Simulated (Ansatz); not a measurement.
**PbC (model cell, started as CsCl type): from the cell to its phonons**

Aim: the vibrations of PbC (model cell, started as CsCl type), their spectra, and whether the structure is stable.

Program: Ansatz 0.2.0. Level of theory: DFT PBEsol, scalar-relativistic, plane waves, PAW. Results are calculated unless marked as measured.

The structure was built from a prototype and need not be the compound's stable phase.

## Step 1: Set-up

Symmetry: Pm-3m, No. 221, cubic system. The conventional cell has a = 2.732 Å, b = 2.732 Å, c = 2.732 Å, α = 90.00°, β = 90.00°, γ = 90.00°. Nearest to Pb lie 8 C at 2.37 Å. Nearest to C lie 8 Pb at 2.37 Å. Farther neighbours are not listed.

## Step 2: Rough relaxation

The start is far from rest, so a relaxation with loose tolerances brings it close first.

input.yaml

```yaml
crystal:
  lattice:
    - [2.73202, 0.0, 0.0]
    - [0.0, 2.73202, 0.0]
    - [0.0, 0.0, 2.73202]
  atoms:
    - { symbol: Pb, position: [0.0, 0.0, 0.0] }
    - { symbol: C, position: [0.5, 0.5, 0.5] }
kpoints:
  mp_grid: { grid: [8, 8, 8] }
hamiltonian:
  xc: pbesol
scf:
  occupations: { method: gaussian, width: 0.1 }
output:
  forces: true
  stress: true
  eigenvalues: true
relax:
  adjacent_minimum: "off"
  f_tol: 0.05
  max_steps: 80
  cell: { stress_tol: 0.5 }
```

Run with:

```
$ ansatz run input.yaml --threads 8 --pin off --max-ram 14336MiB --backend cpu --events-out ev --progress --plain --runs-dir out
```

Numbers of over 12 decimals in the logs are rounded to 6 here.

What it wrote:

```text
The last accepted step is kept in <dir> (removed where the run ends without a failure and the disk answers)
Engine: ansatz 0.2.0, x86_64-unknown-linux-gnu
Pseudopotentials: kind: paw
Pseudopotential: Pb, paw, valence charge 14, recommended cutoff 420 eV (normal), Pb.paw.azcp
Pseudopotential: C, paw, valence charge 4, recommended cutoff 420 eV (normal), C.paw.azcp
Functional definition: PBEsol
  exchange = pbesol_x
[...]
--- Relaxed structure (8 steps of the walk, 8 accepted, 2 SCFs on fresh bases) ---
  F+E_penalty+E_count = -11997.07837628 eV   max|allowed force component| = 4.602e-31 eV/Å   (the final SCF, on the basis selected at the relaxed cell)
  cell:  # Å, volume = 33.0481 Å³
    - [3.209092, 0, 0]
    - [0, 3.209092, 0]
    - [0, 0.0, 3.209092]
  atoms:
    - { symbol: Pb, position: [0, 0, 0] }
    - { symbol: C, position: [0.5, 0.5, 0.5] }
[key lines of the parts left out:]
SCF converged after 6 iterations
Free energy (F): -11997.078376 eV
Fermi energy:    12.044377 eV
P = ⅓ Tr σ = 0.1074 GPa (1.074 kbar)
```

The job ended after 1.7 s (8 threads of Intel Xeon 6975P-C (Granite Rapids), shared host; peak memory 0.4 GiB).

Step by step:

```csv
step,energy less that of the first step (eV),largest force component (eV/Å),pressure (GPa),volume (Å³)
1,0.0000,0.0000,135.71,20.39
2,-1.9211,0.0000,67.94,23.52
3,-2.9015,0.0000,28.08,26.96
4,-3.2294,0.0000,8.33,30.04
5,-3.2723,0.0000,-1.19,32.19
6,-3.2738,0.0000,0.00,31.88
7*,-3.3706,0.0000,3.44,31.88
8,-3.3811,0.0000,0.82,32.77
9,-3.3815,0.0000,0.11,33.05
10*,-3.3828,0.0000,0.11,33.05
```

Relaxation steps marked * repeat the geometry before them on a plane-wave basis chosen anew for their cell, so energy and pressure can jump there.

The run keeps the 48 symmetry operations that it works with, so distortions that break them were not tested.

```csv
cell as run,before,after,change
a (Å),2.732,3.209,+17.5 %
b (Å),2.732,3.209,+17.5 %
c (Å),2.732,3.209,+17.5 %
volume (Å³/atom),10.20,16.52,+62.1 %
```

Final coordinates:

```
Pb C
1.0
     3.20909    0.00000    0.00000
     0.00000    3.20909    0.00000
     0.00000    0.00000    3.20909
Pb C
1 1
Direct
  0.00000 0.00000 0.00000
  0.50000 0.50000 0.50000
```

Numbers from this step:

| Property | Result |
| --- | --- |
| pressure | 0.1074 GPa |
| volume per atom | 16.52 Å³ |
| gap on the k-mesh | 0 eV |

In this step the volume went from 10.20 to 16.52 Å³/atom.

## Step 3: Bringing the structure to rest

The cell and atoms are relaxed, since residual forces and stress would shift the frequencies.

input.yaml, the sections that differ from step 2:

```yaml
crystal:
  lattice:
    - [3.209091671, 0.0, 0.0]
    - [0.0, 3.209091671, 0.0]
    - [0.0, 0.0, 3.209091671]
  atoms:
    - { symbol: Pb, position: [0.0, 0.0, 0.0] }
    - { symbol: C, position: [0.5, 0.5, 0.5] }
kpoints:
  mp_grid: { grid: [14, 14, 14] }
relax:
  adjacent_minimum: "off"
  f_tol: 0.005
  max_steps: 80
  cell: { stress_tol: 0.05 }
# hamiltonian, scf, output: as in step 2
```

What it wrote:

```text
[...]
Crystal: 2 atoms, lattice volume = 33.048 Å³
Basis set: ecut = 420 eV, 619 PW (Γ), exchange–correlation on 48×48×48 points (8 copies of the dense FFT grid, shifted against one another)
Bands: 13, of which v1, the nominal top of the filled ones, is band 9 counted from 1 (8 counted from 0)
Symmetry: 48 space group operations
[...]
k-points: 120 of 2744
[...]
k-point 119: bands = [... 5 lower, 3.9536, 7.8742, 10.4474, 10.4474, 10.4474, 11.6416, 11.6416, 11.6416, ... 4 higher]
--- Relaxed structure (3 steps of the walk, 2 accepted, 1 SCFs on fresh bases) ---
[...]
cell:  # Å, volume = 33.2717 Å³
    - [3.216314, 0, 0.0]
    - [0, 3.216314, 0.0]
    - [0.0, 0.0, 3.216314]
  atoms:
    - { symbol: Pb, position: [0, 0, 0] }
    - { symbol: C, position: [0.5, 0.5, 0.5] }
[key lines of the parts left out:]
SCF converged after 8 iterations
Free energy (F): -11997.099867 eV
Fermi energy:    11.866317 eV
P = ⅓ Tr σ = -0.0061 GPa (-0.061 kbar)
```

Run time: 1.7 s. Hardware: 8 threads; peak memory 0.48 GiB; 9.8 s of CPU time.

The steps of the relaxation:

```csv
step,energy less that of the first step (eV),largest force component (eV/Å),pressure (GPa),volume (Å³)
1,0.0000,0.0000,0.60,33.05
2,0.0013,0.0000,-0.96,33.63
3,-0.0002,0.0000,-0.01,33.27
4*,-0.0004,0.0000,-0.01,33.27
```

Relaxation steps marked * repeat the geometry before them on a plane-wave basis chosen anew for their cell, so energy and pressure can jump there. Relaxation step 2 was tried and not accepted.

The run keeps the 48 symmetry operations that it works with, so distortions that break them were not tested.

```csv
"conventional cell, symmetrised",before,after,change
a (Å),3.209,3.216,+0.2 %
b (Å),3.209,3.216,+0.2 %
c (Å),3.209,3.216,+0.2 %
volume (Å³/atom),16.52,16.64,+0.7 %
```

The relaxed structure:

```
Pb C
1.0
     3.21631    0.00000    0.00000
     0.00000    3.21631    0.00000
     0.00000    0.00000    3.21631
Pb C
1 1
Direct
  0.00000 0.00000 0.00000
  0.50000 0.50000 0.50000
```

Numbers from this step:

```yaml
pressure: -0.006148 GPa
volume_per_atom: 16.64 Å³
```

In this step the volume went from 16.52 to 16.64 Å³/atom.

## Step 4: Tight relaxation

Phonons need a cell at rest on their own settings, so the relaxation is repeated with tight tolerances on forces and stress on the k mesh and occupations of the first response run.

input.yaml

```yaml
crystal:
  lattice:
    - [3.2163140716, 0.0, 0.0]
    - [0.0, 3.2163140716, 0.0]
    - [0.0, 0.0, 3.2163140716]
  atoms:
    - { symbol: Pb, position: [0.0, 0.0, 0.0] }
    - { symbol: C, position: [0.5, 0.5, 0.5] }
kpoints:
  mp_grid: { grid: [16, 16, 16] }
hamiltonian:
  xc: pbesol
scf:
  occupations: { method: methfessel_paxton, width: 0.2 }
output:
  forces: true
  stress: true
  eigenvalues: true
relax:
  adjacent_minimum: "off"
  f_tol: 0.001
  max_steps: 60
  cell: { stress_tol: 0.01 }
```

What it wrote:

```text
[...]
Crystal: 2 atoms, lattice volume = 33.272 Å³
Basis set: ecut = 420 eV, 619 PW (Γ), exchange–correlation on 48×48×48 points (8 copies of the dense FFT grid, shifted against one another)
Bands: 13, of which v1, the nominal top of the filled ones, is band 9 counted from 1 (8 counted from 0)
Symmetry: 48 space group operations
[...]
k-points: 165 of 4096
[...]
k-point 164: bands = [... 5 lower, 4.0468, 7.9678, 10.5298, 10.5298, 10.5298, 11.7070, 11.7070, 11.7070, ... 4 higher]
--- Relaxed structure (4 steps of the walk, 3 accepted, 2 SCFs on fresh bases) ---
[...]
cell:  # Å, volume = 33.1132 Å³
    - [3.211198, 0, 0]
    - [0, 3.211198, 0]
    - [0, 0, 3.211198]
  atoms:
    - { symbol: Pb, position: [0, 0, 0] }
    - { symbol: C, position: [0.5, 0.5, 0.5] }
[key lines of the parts left out:]
SCF converged after 5 iterations
Free energy (F): -11997.097826 eV
Fermi energy:    11.989659 eV
P = ⅓ Tr σ = -0.0003 GPa (-0.003 kbar)
```

Run time: 3 s. Hardware: 8 threads; peak memory 0.52 GiB; 19 s of CPU time.

Relaxation path:

```csv
step,energy less that of the first step (eV),largest force component (eV/Å),pressure (GPa),volume (Å³)
1,0.0000,0.0000,-0.41,33.27
2,-0.0001,0.0000,0.66,32.87
3,-0.0003,0.0000,-0.01,33.12
4*,-0.0002,0.0000,-0.01,33.12
5,-0.0002,0.0000,0.00,33.11
6*,-0.0002,0.0000,0.00,33.11
```

Relaxation steps marked * repeat the geometry before them on a plane-wave basis chosen anew for their cell, so energy and pressure can jump there. Relaxation step 2 was tried and not accepted.

The run keeps the 48 symmetry operations that it works with, so distortions that break them were not tested.

```csv
"conventional cell, symmetrised",before,after,change
a (Å),3.216,3.211,-0.2 %
b (Å),3.216,3.211,-0.2 %
c (Å),3.216,3.211,-0.2 %
volume (Å³/atom),16.64,16.56,-0.5 %
```

The relaxed structure:

```cif
data_structure
_symmetry_space_group_name_H-M 'P 1'
_symmetry_Int_Tables_number 1
_cell_length_a 3.2112
_cell_length_b 3.2112
_cell_length_c 3.2112
_cell_angle_alpha 90.000
_cell_angle_beta 90.000
_cell_angle_gamma 90.000
_cell_volume 33.11
loop_
_atom_site_label
_atom_site_type_symbol
_atom_site_fract_x
_atom_site_fract_y
_atom_site_fract_z
_atom_site_occupancy
Pb1 Pb 0.00000 0.00000 0.00000 1
C2 C 0.50000 0.50000 0.50000 1
```

This step gave:

| Property | Result |
| --- | --- |
| pressure | -3.22e-4 GPa |
| volume per atom | 16.56 Å³ |

The forces vanish by symmetry and the pressure is 0.000 GPa, within the tolerances set. The cell now holds 16.56 Å³/atom.

## Step 5: Linear response at the zone centre

The zone centre comes first: it holds the modes that light can see, as far as symmetry allows. No field response is asked, since the mesh shows no gap.

input.yaml, the sections that differ from step 4:

```yaml
crystal:
  lattice:
    - [3.2111984657, 0.0, 0.0]
    - [0.0, 3.2111984657, 0.0]
    - [0.0, 0.0, 3.2111984657]
  atoms:
    - { symbol: Pb, position: [0.0, 0.0, 0.0] }
    - { symbol: C, position: [0.5, 0.5, 0.5] }
output:
  eigenvalues: true
phonons:
  method: dfpt
# kpoints, hamiltonian, scf: as in step 4
# relax: removed
```

What it wrote:

```text
[...]
Crystal: 2 atoms, lattice volume = 33.113 Å³
Basis set: ecut = 420 eV, 619 PW (Γ), exchange–correlation on 48×48×48 points (8 copies of the dense FFT grid, shifted against one another)
Bands: 13, of which v1, the nominal top of the filled ones, is band 9 counted from 1 (8 counted from 0)
Symmetry: 48 space group operations
k-points: 405 of 4096 (irreducible under 8 space group operations, time reversal used)
[...]
SCF iter   1: F=—  HF=-11997.106264 eV  |F-HF|=—  |Δ(HF+E_count)|=         —  Δρ=7.59e-3  dr2=2.85e-2  ethr=1.77e-3  ⟨swp⟩=5.8  Hψ=66070  notcnv=0  defer=50
[...]
SCF iter   8: F=-11997.097826 eV  HF=-11997.097826 eV  |F-HF|=1.82e-12  |Δ(HF+E_count)|=  5.64e-11  S|Δr|=    0.00e0  Δρ=6.08e-8  dr2=8.29e-13  ethr=1.00e-12  ⟨swp⟩=11.1  Hψ=40942  notcnv=0
SCF 1 converged in 8 iterations: F = -11997.097826 eV  dr2 = 8.29e-13
[...]
DFPT response loops at Γ: preconditioner auto → Kerker (q_TF=auto, 2.465 Å⁻¹) (partly filled bands, converged f_vac=0.000); β = 1.00, the filter's whole step (`scf.mixing.beta` (0.50) is not read by the response loops under this deck's `scf.mixing.preconditioner`; to damp them name `kerker` or `kerker_dos`, under which they read `scf.mixing.beta`, and type it under 1.00, their step now; both keys bind the ground state too); Broyden in place of MSR1
SCF converged after 8 iterations
[...]
Free energy (F): -11997.097826 eV
[...]
Internal energy: -11997.095940 eV  (E = F + TS)
E sigma→0 (E₀):  -11997.097355 eV
Entropy (-TS):   -0.001886 eV (-0.943 meV/atom)
Fermi energy:    11.989659 eV
[...]
--- Band table (eV; the first three rows and the last of 405) ---
  k-point 0: bands = [... 5 lower, -1.8361, 8.1471, 11.2177, 11.2177, 11.2177, 20.0056, 20.0056, 21.4340, ... 4 higher]
  k-point 1: bands = [... 5 lower, -1.7786, 7.9382, 11.2665, 11.2665, 11.2905, 19.7755, 20.0305, 21.3436, ... 4 higher]
  k-point 2: bands = [... 5 lower, -1.6054, 7.3782, 11.4108, 11.4108, 11.4768, 19.1773, 20.1045, 21.0771, ... 4 higher]
  k-point 404: bands = [... 5 lower, 4.0468, 7.9678, 10.5298, 10.5298, 10.5298, 11.7070, 11.7070, 11.7070, ... 4 higher]
--- Phonons (Γ-DFPT): 2 representative perturbations + reference, on 405 of 4096 k-points (Σ response iterations 7) ---
  k mesh reduced under 8 symmetry operations, with k and −k counted as one. Each operation leaves every solved perturbation unchanged. A smaller set is not used because it would not reduce the number of displacements times k-points to solve
  ASR residual: 7.733e-5 → 0.000e0 eV/Å²; symmetrization residual: 4.246e-6 eV/Å²
  ASR residual per site (eV/Å²): 2.99e-6 7.73e-5
  Γ frequencies (cm⁻¹): -92.17 -92.17 -92.17 0.00 0.00 0.00
  non-analytic LO–TO correction: not included (Born effective charges unavailable; polar crystals: no LO–TO splitting at Γ)
```

Elapsed: 5.3 s, on 8 threads; peak memory 0.93 GiB.

This step gave:

```
sum-rule residual before enforcement                    : 7.73e-5 eV/Å²
point group                                             : m-3m
highest optical mode at the zone centre (no LO-TO term) : -92.17 cm⁻¹
lowest optical zone-centre mode                         : -92.17 cm⁻¹
```

Patterns of degenerate modes are one choice out of their space. Modes at Γ, with each element's share of the kinetic energy (negative means imaginary):

```csv
mode,frequency (cm⁻¹),symmetry,Pb %,C %
1,-92.2,T1u,5,95
2,-92.2,T1u,5,95
3,-92.2,T1u,5,95
4,0.0,acoustic,95,5
5,0.0,acoustic,95,5
6,0.0,acoustic,95,5
```

Displacements in mode 3 (-92.2 cm⁻¹), the largest set to 1:
```
Pb1  0.00  0.00 -0.06
C2   0.00  0.00  1.00
```

Before it was imposed, the acoustic sum rule was missed by 7.7e-5 eV/Å². Small misses are needed for a sound result but don't prove that mesh and cutoff are converged. The lowest optical mode is imaginary, 92.2i cm⁻¹, so the energy falls along it.

(Part 1 of 2 ends here.)

[Logs are printed without paths, hosts, clocks, repeated set-up lines and the standing remarks that a program may print on its own settings, such as how far it seeks lower states.]

[Hosts, paths, dates, database ids (printed as entryN), source tags and the programs' standing remarks are cut or masked in the printed files.]
